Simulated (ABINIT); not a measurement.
**A GW run on Cs2InAgCl6 (Fm-3m) in ABINIT, with inputs changed**

What do changed inputs do to GW on Cs2InAgCl6 (Fm-3m)?

Program: ABINIT 10.8.3. Level of theory: LDA and many-body steps on it, plane waves. Results are calculated unless marked as measured.

Report form: the programs' logs are mostly left out.

### 1. The structure

The structure is cubic, space group Fm-3m (No. 225). Conventional cell: a = 10.469 Å, b = 10.469 Å, c = 10.469 Å, α = 90.00°, β = 90.00°, γ = 90.00°. Cs has 12 Cl at 3.70 Å nearest. Nearest to In lie 6 Cl at 2.51 Å. Nearest to Ag lie 6 Cl at 2.72 Å. Nearest to Cl lie 1 In at 2.51 Å and 1 Ag at 2.72 Å and 4 Cs at 3.70 Å. Farther neighbours and most contacts between anions are not listed.

The cell and positions come from the Crystallography Open Database and are kept as given unless a step says otherwise. Spin-orbit coupling is left out unless a step names it.

### 2. Screening, 2×2×2 mesh, 227 bands, screening to 108.8 eV

This step: ABINIT 10.8.3; RPA screening on LDA, plane waves, norm-conserving pseudopotentials.

The RPA dielectric matrix is built and inverted for each q.

run.abi reads:

```
acell 3*1.0 Angstrom
rprim 
  0.000000000000 5.234500000000 5.234500000000
  5.234500000000 0.000000000000 5.234500000000
  5.234500000000 5.234500000000 0.000000000000
ntypat 4
znucl 55 49 47 17
natom 10
typat 1 1 2 3 4 4 4 4 4 4
xred 
  0.250000000000 0.250000000000 0.250000000000
  0.750000000000 0.750000000000 0.750000000000
  0.000000000000 0.000000000000 0.000000000000
  0.500000000000 0.500000000000 0.500000000000
  0.760210000000 0.239790000000 0.239790000000
  0.239790000000 0.760210000000 0.239790000000
  0.239790000000 0.760210000000 0.760210000000
  0.760210000000 0.239790000000 0.760210000000
  0.239790000000 0.239790000000 0.760210000000
  0.760210000000 0.760210000000 0.239790000000
pp_dirpath "pseudos"
pseudos "Cs.upf, In.upf, Ag.upf, Cl.upf"
ecut 39
ngkpt 2 2 2
nshiftk 1
shiftk 0 0 0
kptopt 1
chksymbreak 0
istwfk *1
occopt 1
irdwfk 1
optdriver 3
nband 227
ecuteps 4
inclvkb 2
awtr 1
symchi 1
indata_prefix "in"
outdata_prefix "out"
tmpdata_prefix "tmp"
```

Run with:

```console
$ OMP_NUM_THREADS=1 mpirun -n 16 abinit run.abi > log
```

The job ended after 2.9 min (16 MPI ranks of Arm Neoverse N1, shared host; peak memory 18 GiB).

Numbers from this step:

```
ε∞ with local fields, on this mesh, along the program's q direction : 4.301
the same without local fields                                       : 4.816
plasma frequency                                                    : 21.92 eV
plane waves in the screening matrix                                 : 725
```

Local fields lower ε∞ by 11 %. On a Γ-centred mesh this coarse the value itself is usually too large, while a short band sum pulls it down.

### 3. Base

The self-energy is evaluated for the states that the input lists, and the levels follow from it, in one-shot runs by the linearised quasiparticle equation.

This step: G0W0 on LDA, plane waves, norm-conserving pseudopotentials.

Changes to run.abi since step 2:

```diff
@@ -31,8 +31,15 @@
 irdwfk 1
-optdriver 3
+optdriver 4
 nband 227
+gwcalctyp 0
+ecutsigx 39
+symsigma 1
+nkptgw 1
+kptgw 
+  0.0000000000 0.0000000000 0.0000000000
+bdgw 
+  49 52
 ecuteps 4
-inclvkb 2
-awtr 1
-symchi 1
+irdscr 1
+ppmodel 1
 indata_prefix "in"
```

Run time: 20 s. Hardware: 16 MPI ranks; peak memory 7.6 GiB; 5.2 min of CPU time.

Numbers from this step:

```
G0W0 gap on the points computed              : 3.036 eV
starting gap on the mesh                     : 0.9029 eV
k of the valence top                         : 0, 0, 0
k of the conduction bottom                   : 0, 0, 0
Z at the valence top                         : 0.788
Z at the conduction bottom                   : 0.826
least direct G0W0 gap on the computed points : 3.036 eV
```

The gap on the mesh goes from 0.90 eV to 3.04 eV, a correction of +2.13 eV.

### 4. No symmetry in the self-energy

Changes to run.abi since step 3:

```diff
@@ -35,3 +35,3 @@
 ecutsigx 39
-symsigma 1
+symsigma 0
 nkptgw 1
```

It took 35 s on 16 MPI ranks; peak memory 8.8 GiB; 9.2 min of CPU time.

This step gave:

| Item | Value |
| --- | --- |
| G0W0 gap on the points computed | 3.036 eV |
| starting gap on the mesh | 0.9029 eV |
| k of the valence top | 0, 0, 0 |
| k of the conduction bottom | 0, 0, 0 |
| Z at the valence top | 0.788 |
| Z at the conduction bottom | 0.826 |
| least direct G0W0 gap on the computed points | 3.036 eV |

Against G0W0 in ABINIT (2×2×2 mesh, 227 bands, screening to 108.8 eV, Godby-Needs plasmon pole), the gap moves by +0.000 eV.

### 5. Exchange cutoff

Changes to run.abi since step 4:

```diff
@@ -34,4 +34,4 @@
 gwcalctyp 0
-ecutsigx 39
-symsigma 0
+ecutsigx 11.7
+symsigma 1
 nkptgw 1
```

Run time: 19 s. Hardware: 16 MPI ranks; peak memory 7 GiB.

This step gave:

| Property | Result |
| --- | --- |
| G0W0 gap on the points computed | 2.673 eV |
| starting gap on the mesh | 0.9029 eV |
| k of the valence top | 0, 0, 0 |
| k of the conduction bottom | 0, 0, 0 |
| Z at the valence top | 0.788 |
| Z at the conduction bottom | 0.826 |
| least direct G0W0 gap on the computed points | 2.673 eV |

### 6. Broadening of the poles

Changes to run.abi since step 5:

```diff
@@ -34,3 +34,3 @@
 gwcalctyp 0
-ecutsigx 11.7
+ecutsigx 39
 symsigma 1
@@ -44,2 +44,3 @@
 ppmodel 1
+zcut 0.01 eV
 indata_prefix "in"
```

Run time: 20 s. Hardware: 16 MPI ranks; peak memory 7.6 GiB; 5.2 min of CPU time.

Numbers from this step:

| Item | Value |
| --- | --- |
| G0W0 gap on the points computed | 3.036 eV |
| starting gap on the mesh | 0.9029 eV |
| k of the valence top | 0, 0, 0 |
| k of the conduction bottom | 0, 0, 0 |
| least direct G0W0 gap on the computed points | 3.036 eV |

Against G0W0 in ABINIT (2×2×2 mesh, 227 bands, screening to 108.8 eV, Godby-Needs plasmon pole), the gap moves by +0.000 eV.

### 7. Fewer bands in the self-energy

Changes to run.abi since step 6:

```diff
@@ -32,3 +32,3 @@
 optdriver 4
-nband 227
+nband 60
 gwcalctyp 0
@@ -44,3 +44,2 @@
 ppmodel 1
-zcut 0.01 eV
 indata_prefix "in"
```

Wall time 13 s (16 MPI ranks); peak memory 7.2 GiB.

Numbers from this step:

| Quantity | Value |
| --- | --- |
| G0W0 gap on the points computed | 3.360 eV |
| starting gap on the mesh | 0.9029 eV |
| k of the valence top | 0, 0, 0 |
| k of the conduction bottom | 0, 0, 0 |
| Z at the valence top | 0.807 |
| Z at the conduction bottom | 0.853 |
| least direct G0W0 gap on the computed points | 3.360 eV |

### 8. Smaller part of the screening matrix

Changes to run.abi since step 7:

```diff
@@ -32,3 +32,3 @@
 optdriver 4
-nband 60
+nband 227
 gwcalctyp 0
@@ -41,3 +41,3 @@
   49 52
-ecuteps 4
+ecuteps 1
 irdscr 1
```

Run time: 12 s. Hardware: 16 MPI ranks; peak memory 6.3 GiB.

This step gave:

```yaml
g0w0_gap_on_the_points_computed: 3.481 eV
starting_gap_on_the_mesh: 0.9029 eV
k_of_the_valence_top: 0, 0, 0
k_of_the_conduction_bottom: 0, 0, 0
z_at_the_valence_top: 0.821
z_at_the_conduction_bottom: 0.839
least_direct_g0w0_gap_on_the_computed_points: 3.481 eV
```

### 9. Unknown plasmon-pole model

Changes to run.abi since step 8:

```diff
@@ -41,5 +41,5 @@
   49 52
-ecuteps 1
+ecuteps 4
 irdscr 1
-ppmodel 1
+ppmodel 7
 indata_prefix "in"
```

It took 9.9 s on 16 MPI ranks; peak memory 6.3 GiB.

The run stopped with an error after 9.9 s.

The program's words: Wrong ppm%model: 7

The fault put into this input: unknown plasmon-pole model.

### 10. Screening cutoff above the file's

Changes to run.abi since step 9:

```diff
@@ -41,5 +41,5 @@
   49 52
-ecuteps 4
+ecuteps 16
 irdscr 1
-ppmodel 7
+ppmodel 1
 indata_prefix "in"
@@ -47 +47,2 @@
 tmpdata_prefix "tmp"
+gwmem 10
```

Run with:

```console
$ OMP_NUM_THREADS=4 mpirun -n 4 abinit run.abi > log
```

It took 23 s on 4 MPI ranks; peak memory 1.7 GiB; 2.9 min of CPU time.

The run ended normally, though the input holds a fault or crude settings.

The fault put into this input: screening cutoff above the file's. It printed a gap of 3.04 eV, the value of the sound run: the program fell back on what its files hold, so an unchanged gap is no proof of convergence.

### 11. The runs together

Times are wall times on 16 MPI ranks of Arm Neoverse N1, shared host, good to a factor of about two. A run's time includes the screening step that it read.

```
                                 run   mesh  bands  screening cutoff (eV)  DFT gap (eV)  gap on the mesh (eV)  direct (eV)  ε∞ used     time
                                base  2×2×2    227                  108.8         0.903                 3.036        3.036     4.30  3.2 min
      no symmetry in the self-energy  2×2×2    227                  108.8         0.903                 3.036        3.036     4.30  3.5 min
                     exchange cutoff  2×2×2    227                  108.8         0.903                 2.673        2.673     4.30  3.2 min
             broadening of the poles  2×2×2    227                  108.8         0.903                 3.036        3.036     4.30  3.2 min
      fewer bands in the self-energy  2×2×2     60                  108.8         0.903                 3.360        3.360     4.30  3.1 min
smaller part of the screening matrix  2×2×2    227                   27.2         0.903                 3.481        3.481     4.30  3.1 min
```

### 12. Outcome

| Property | Result |
| --- | --- |
| base | 3.036 eV |
| no symmetry in the self-energy | 3.036 eV |
| exchange cutoff | 2.673 eV |
| broadening of the poles | 3.036 eV |
| fewer bands in the self-energy | 3.360 eV |
| smaller part of the screening matrix | 3.481 eV |
| known limits | not at the basis limit; d shell near the gap, gap tends to lie low; no spin-orbit coupling; coarse k mesh |

In words: No symmetry in the self-energy: no change against base (keys changed: symsigma). Exchange cutoff: −0.363 eV against base (keys changed: ecutsigx). Broadening of the poles: no change against base (keys changed: zcut). Fewer bands in the self-energy: +0.324 eV against base (keys changed: nband). Smaller part of the screening matrix: +0.445 eV against base (keys changed: ecuteps). Bands and cutoff are finite, so the gap is not at the basis limit. The miss can reach some tenths of an eV and take either sign; the mesh is an error of its own. In the G0W0 runs levels were corrected at 1 k point alone, so a gap called «on the mesh» is the least over those, and an edge elsewhere would be missed. The 2×2×2 mesh is coarse for this cell, which bears on the long-range parts of exchange and screening. A d shell, filled or nearly so, lies near the gap. One-shot GW converges very slowly in bands there, not always from below, and on a semilocal start the gap tends to come out low; starts rich in exact exchange can overshoot instead. The many-body steps are scalar-relativistic: spin-orbit coupling is not in them.

[Paths, hosts, dates, memory and timing lines, banners, echoed tables and standing remarks are left out of the program output.]

[Logs are printed without paths, hosts, clocks, repeated set-up lines and the standing remarks that a program may print on its own settings, such as how far it seeks lower states.]

[Runs of the session that timed out or met a known fault of the program may be left out.]

[Hosts, paths, dates, database ids (printed as entryN), source tags and the programs' standing remarks are cut or masked in the printed files.]

[G0W0 gaps are taken among the corrected bands and points alone; a level outside them can change the order at an edge.]

[Where Ansatz stands beside ABINIT at settings called matched, ABINIT's density can come from a denser mesh and the files from another edition; pairs whose starting gaps differed by over 0.03 eV were left out, so agreement reads better than it is.]
